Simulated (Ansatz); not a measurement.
# CaMgZnAs2 (built on the sites of a database entry of CaZn2As2): phonons and vibrational spectra, part 3 of 3

Aim: the vibrations of CaMgZnAs2 (built on the sites of a database entry of CaZn2As2), their spectra, and whether the structure is stable.

Ansatz 0.2.0; DFT PBE, scalar-relativistic, plane waves, norm-conserving pseudopotentials.

So far. Step 3 (Relaxing to small forces for the phonons): The largest force component left is 0.38 meV/Å and the pressure is 0.001 GPa, within the tolerances set. The cell now holds 22.44 Å³/atom. Step 4 (Modes at Γ): Before it was imposed, the acoustic sum rule was missed by 0.019 eV/Å² and the charge sum rule by 0.018 e. Small misses are needed for a sound result but don't prove that mesh and cutoff are converged. The relaxed cell has a = 4.276, c = 7.087 Å (conventional setting).

The structure was built from a prototype and need not be the compound's stable phase.

### 5. Response at finite wavevector

The mesh has a single point along some directions, so zone-edge points there are not solved. Linear response on a 2×2×1 q mesh gives force constants as far as a supercell of that size would, and the tensors from the zone-centre run are typed in so that the long-range dipole term is interpolated apart.

File input.yaml:

```yaml
crystal:
  lattice:
    - [4.2759081808, -2.906e-06, 0.0]
    - [-2.1379515737, 3.7030465618, 0.0]
    - [0.0, 0.0, 7.0871332343]
  atoms:
    - { symbol: Ca, position: [0.0, 0.0, 0.0011384031] }
    - { symbol: Mg, position: [0.3333333333, 0.6666666667, 0.6275846746] }
    - { symbol: Zn, position: [0.6666666667, 0.3333333333, 0.3702026875] }
    - { symbol: As, position: [0.3333333333, 0.6666666667, 0.2523437709] }
    - { symbol: As, position: [0.6666666667, 0.3333333333, 0.7487304639] }
kpoints:
  mp_grid: { grid: [6, 6, 4] }
hamiltonian:
  xc: pbe
  pseudopotentials: { kind: nc }
scf:
  occupations: { method: fixed }
output:
  eigenvalues: true
phonons:
  method: dfpt
  qmesh: [2, 2, 1]
  temperatures: { t_max: 1000, t_step: 50 }
  qpath:
    path:
      - [[0.0, 0.0, 0.0], [0.5, 0.0, 0.0], [0.33333333, 0.33333333, 0.0], [0.0, 0.0, 0.0], [0.0, 0.0, 0.5], [0.5, 0.0, 0.5], [0.33333333, 0.33333333, 0.5], [0.0, 0.0, 0.5]]
      - [[0.5, 0.0, 0.5], [0.5, 0.0, 0.0]]
      - [[0.33333333, 0.33333333, 0.5], [0.33333333, 0.33333333, 0.0]]
    npoints: 10
  non_analytic_term:
    high_frequency_dielectric_tensor: [[11.4113, 0.0, 0.0], [0.0, 11.4113, 0.0], [0.0, 0.0, 11.0277]]
    born_effective_charges:
      - { species: Ca, tensor: [[2.3734, 0.0, 0.0], [0.0, 2.3734, 0.0], [0.0, 0.0, 3.1508]] }
      - { species: Mg, tensor: [[1.7892, 0.0, 0.0], [0.0, 1.7892, 0.0], [0.0, 0.0, 1.4932]] }
      - { species: Zn, tensor: [[2.0792, 0.0, 0.0], [0.0, 2.0792, 0.0], [0.0, 0.0, 1.7398]] }
      - { species: As, tensor: [[-3.3894, 0.0, 0.0], [0.0, -3.3894, 0.0], [0.0, 0.0, -2.9817]] }
      - { species: As, tensor: [[-2.8524, 0.0, 0.0], [0.0, -2.8524, 0.0], [0.0, 0.0, -3.4021]] }
    source: "zone-centre run at this cell"
```

Run with:

```console
$ ansatz run input.yaml --threads 8 --pin off --max-ram 14336MiB --backend cpu --events-out ev --progress --plain --runs-dir out
```

Numbers of over 12 decimals in the logs are rounded to 6 here.

The program printed:

```text
Warning: phonons: the dynamical matrix that this run interpolates holds no multipole term above the dipole-dipole one, and a site of this crystal is no centre of inversion, so its interpolated transverse optical and acoustic branches and sound speeds can stay off near Gamma, and the density of states and the thermodynamics with them. What a run solves at a wave vector of phonons.qpoints, Gamma apart, where the deck admits one, is free of this, and under fd what a larger phonons.supercell samples
[...]
Crystal: 5 atoms, lattice volume = 112.217 Å³
Basis set: ecut = 1142.878222 eV, 9849 PW (Γ), exchange–correlation on 96×96×160 points (8 copies of the dense FFT grid, shifted against one another)
Bands: 42, of which v1, the nominal top of the filled ones, is band 35 counted from 1 (34 counted from 0)
Symmetry: 6 space group operations
k-points: 24 of 144 (time reversal used)
[...]
SCF iter   1: F=—  HF=-14135.419852 eV  |F-HF|=—  |Δ(HF+E_count)|=         —  Δρ=5.59e-2  dr2=7.00e0  ethr=3.10e-3  ⟨swp⟩=9.2  Hψ=4806  notcnv=0  defer=105
[...]
SCF iter  13: F=-14133.696508 eV  HF=-14133.696508 eV  |F-HF|=3.64e-12  |Δ(HF+E_count)|=  2.91e-11  Δρ=6.02e-8  dr2=3.97e-12  ethr=1.00e-12  ⟨swp⟩=22.2  Hψ=8314  notcnv=0
SCF 1 converged in 13 iterations: F = -14133.696508 eV  dr2 = 3.97e-12
NSCF: frozen V_eff on 24 k-points
[...]
DFPT response loops at q = (0, 0, 0) (fractional): preconditioner auto → Resta (q_TF=auto, 2.522 Å⁻¹)  ε∞=9.6 (no band partly filled); β = 1.00, the filter's whole step (`scf.mixing.beta` (0.50) is not read by the response loops at its default; to damp them type it under 1.00, their step now; it binds the ground state too); Broyden in place of MSR1
[...]
SCF converged after 13 iterations
Free energy (F): -14133.696508 eV
[...]
Internal energy: -14133.696508 eV  (E = F + TS)
E sigma→0 (E₀):  -14133.696508 eV
Fermi energy:    8.673063 eV
[...]
--- Band table (eV; the first three rows and the last of 24) ---
  k-point 0: bands = [... 31 lower, 7.5020, 8.6414, 8.6731, 8.6731, 9.3191, 10.6284, 11.2778, 11.6304, ... 3 higher]
  k-point 1: bands = [... 31 lower, 7.6262, 7.6262, 8.4405, 8.4405, 9.7280, 11.0750, 11.6018, 11.6018, ... 3 higher]
  k-point 2: bands = [... 31 lower, 7.8963, 7.8963, 8.0748, 8.0748, 9.8318, 11.1682, 11.5308, 11.5308, ... 3 higher]
  k-point 23: bands = [... 31 lower, 5.4203, 6.0161, 7.2052, 7.2484, 10.5968, 11.2685, 12.4452, 12.7224, ... 3 higher]
--- Phonons (Γ-DFPT): 10 representative perturbations + reference (Σ response iterations 31) ---
  ASR residual: 1.848e-2 → 0.000e0 eV/Å²; symmetrization residual: 5.835e-5 eV/Å²
  ASR residual per site (eV/Å²): 4.46e-5 1.85e-2 7.32e-5 1.16e-4 1.44e-4
[...]
--- Phonons (arbitrary-q DFPT): 2 irreducible q on the 2×2×1 mesh ---
  q = [0.0000, 0.0000, 0.0000] (star 1, of the zone-centre solve; hermiticity 1.76e-5, symmetrization 3.68e-6): -0.00 -0.00 0.00 91.24 91.24 134.75 139.90 139.90 162.85 166.85 166.85 186.96 275.00 275.00 282.74
  q = [0.0000, -0.5000, 0.0000] (star 3, 15 solved perturbations in 995 linear systems a pass and spin channel, the states on 76 of 144 k-point pairs; hermiticity 4.85e-5, symmetrization 2.36e-5, the responses' own estimated error 1.4e-4 eV/Å²): 71.67 89.57 98.91 107.41 120.79 130.64 138.06 139.30 165.20 175.20 178.33 194.84 268.43 270.96 290.24
  sum rule: each row above includes the acoustic sum rule's correction from the zone centre's row sums; it moved no ω² by more than (14.38 cm⁻¹)²
  mesh force constants: q→R imaginary residual 1.14e-17; ASR residual 1.848e-2 → 0.000e0 eV/Å²; symmetrization residual 2.665e-15 eV/Å²
  interpolated dispersion: 94 rows × 15 modes
  density of states and harmonic sums: on the 18×18×9 q-mesh, interpolated from the force constants of a 2×2×1 supercell (with the dipole–dipole term of supplied tensors)
  largest difference from the sums on the solved wave vectors: F 1.60e-1 eV, S 2.25e-4 and C_V 6.45e-5 eV/K
  zero-point energy: 0.149302 eV/cell   skipped modes (ω ≤ 0): 3   left out of the sums: 6.86e-5 of the cell's modes: C_V's classical limit lies that fraction below 3 k_B per atom; for a crystal, a wire or a layer, F and S can be off by more, and a phonons.interpolated_qmesh denser along its periods is the remedy for the sampling
```

Elapsed: 12 min, on 8 threads of Arm Neoverse N1, shared host; peak memory 3.9 GiB; 1.6 h of CPU time.

Numbers from this step:

| Item | Value |
| --- | --- |
| sum-rule residual before enforcement | 0.01848 eV/Å² |
| lowest mode on the q mesh (acoustic modes at Γ apart) | 71.67 cm⁻¹ |
| highest frequency at a solved wavevector (no LO-TO term at Γ) | 290.2 cm⁻¹ |

Frequencies (cm⁻¹) solved at each irreducible wavevector; negative means imaginary. Frequencies by wavevector, by row:

```
q in reciprocal lattice units  star  mode 1  mode 2  mode 3  mode 4  mode 13  mode 14  mode 15
                        0 0 0     1       0       0       0    91.2      275      275    282.7
                     0 -0.5 0     3    71.7    89.6    98.9   107.4    268.4      271    290.2
```

Symmetry leaves 2 wavevectors to solve. The lowest mode among them, the acoustic zeros apart, lies at q = (0, -0.5, 0) and is real, 71.7 cm⁻¹.

### 6. Isotope substitution, element Ca, natural mass 40.078 amu

An isotope changes the mass and not the force constants, so no new electronic calculation is needed; the shifts show which modes move this element.

The same force constants with the mass of Ca changed from 40.078 to 47.953 u (phonopy, no LO-TO term). Both lists are sorted by frequency; levels can cross, so a row need not hold one and the same mode. Modes under 3 cm⁻¹ are left out. Isotope shifts, by row:

| q | rank | natural mass (cm⁻¹) | changed mass (cm⁻¹) |
| --- | --- | --- | --- |
| 0 0 0 | 4 | 91.24 | 91.04 |
| 0 0 0 | 5 | 91.24 | 91.04 |
| 0 0 0 | 6 | 134.8 | 131.7 |
| 0 0 0 | 7 | 139.9 | 131.7 |
| 0 0 0 | 8 | 139.9 | 134.5 |
| 0 0 0 | 9 | 162.8 | 161.5 |
| 0 0 0 | 10 | 166.8 | 164.6 |
| 0 0 0 | 11 | 166.8 | 164.6 |
| 0 0 0 | 12 | 187 | 176.6 |
| 0 0 0 | 13 | 275 | 275 |
| 0 0 0 | 14 | 275 | 275 |
| 0 0 0 | 15 | 282.7 | 280.3 |
| 0 -0.5 0 | 1 | 71.67 | 71.64 |
| 0 -0.5 0 | 2 | 89.57 | 89.4 |
| 0 -0.5 0 | 3 | 98.91 | 96.77 |
| 0 -0.5 0 | 4 | 107.4 | 105 |
| 0 -0.5 0 | 5 | 120.8 | 119.7 |
| 0 -0.5 0 | 6 | 130.6 | 125.3 |
| 0 -0.5 0 | 7 | 138.1 | 132.9 |
| 0 -0.5 0 | 8 | 139.3 | 135.7 |
| 0 -0.5 0 | 9 | 165.2 | 162 |
| 0 -0.5 0 | 10 | 175.2 | 170.8 |
| 0 -0.5 0 | 11 | 178.3 | 177.4 |
| 0 -0.5 0 | 12 | 194.8 | 185 |
| 0 -0.5 0 | 13 | 268.4 | 268.2 |
| 0 -0.5 0 | 14 | 271 | 270.8 |
| 0 -0.5 0 | 15 | 290.2 | 289.2 |

A mode of this element alone would shift by -8.58 %. The highest zone-centre frequency without the field goes from 282.7 to 280.3 cm⁻¹ (-0.9 %). The product of the frequency ratios over all optical modes at Γ is 0.797; the product rule, (m/m′)^(3k/2) (M′/M)^(3/2) with k = 1 such atoms and M the mass of the cell, gives 0.797.

### 7. Another isotope, element Mg, natural mass 24.305 amu

The same for Mg, from 24.30 to 25.98 u.

A mode of this element alone would shift by -3.28 %. The highest zone-centre frequency without the field goes from 282.7 to 275.4 cm⁻¹ (-2.6 %). The product of the frequency ratios over all optical modes at Γ is 0.913; the product rule, (m/m′)^(3k/2) (M′/M)^(3/2) with k = 1 such atoms and M the mass of the cell, gives 0.913.

### 8. Another isotope, element Zn, natural mass 65.38 amu

The same for Zn, from 65.38 to 67.92 u.

A mode of this element alone would shift by -1.89 %. The highest zone-centre frequency without the field goes from 282.7 to 282.7 cm⁻¹ (-0.0 %). The product of the frequency ratios over all optical modes at Γ is 0.957; the product rule, (m/m′)^(3k/2) (M′/M)^(3/2) with k = 1 such atoms and M the mass of the cell, gives 0.957.

### 9. Outcome

| Quantity | Value |
| --- | --- |
| space group after relaxation (within 0.01 Å) | P3m1 |
| volume per atom | 22.4 Å³ |
| gap on the k-mesh | 0.646 eV |
| highest optical mode at the zone centre (no LO-TO term) | 283 cm⁻¹ |
| top of the zone-centre spectrum with the field | 294 cm⁻¹ |
| lowest optical zone-centre mode | 91.2 cm⁻¹ |
| mean high-frequency dielectric constant | 11.3 |
| mean static dielectric constant | 19.7 |
| largest Born charge (third of the trace) | -3.25 e |
| lowest mode on the q mesh (acoustic modes at Γ apart) | 71.7 cm⁻¹ |
| imaginary modes on the 2×2×1 q mesh | none |

**Reading.** The structure is a minimum as far as tested: no mode is imaginary at the 2 irreducible wavevectors of the 2×2×1 mesh, and the softest away from the acoustic zeros lies at 72 cm⁻¹. Without the field, the optical modes at Γ span 91 to 283 cm⁻¹. The highest mode in this list at Γ, 282.7 cm⁻¹, is mostly motion of Mg (79 % of the kinetic energy). With the macroscopic field of the longitudinal modes the top of the zone-centre spectrum lies at 294 cm⁻¹, against 283 cm⁻¹ without it. Lattice motion raises the mean dielectric constant from 11.28 to 19.75. The strongest infrared line is at 167 cm⁻¹. With the field response the log warns that the k mesh is coarse for the force constants too, so the frequencies may not be converged. The q mesh is too sparse to interpolate, so only the solved wavevectors are given. The program warns that the interpolation holds no quadrupole term, so branches close to Γ can be off in this crystal. In at least one run the field response is not settled by the k meshes in reach, so its dielectric tensor, Born charges and longitudinal modes are rough. The starting cell was built on a prototype and not taken from a measurement, so the phase need not exist. These are harmonic frequencies at zero temperature: anharmonic shifts, linewidths and thermal expansion are left out.

[Logs are printed without paths, hosts, clocks, repeated set-up lines and the standing remarks that a program may print on its own settings, such as how far it seeks lower states.]

[Hosts, paths, dates, database ids (printed as entryN), source tags and the programs' standing remarks are cut or masked in the printed files.]
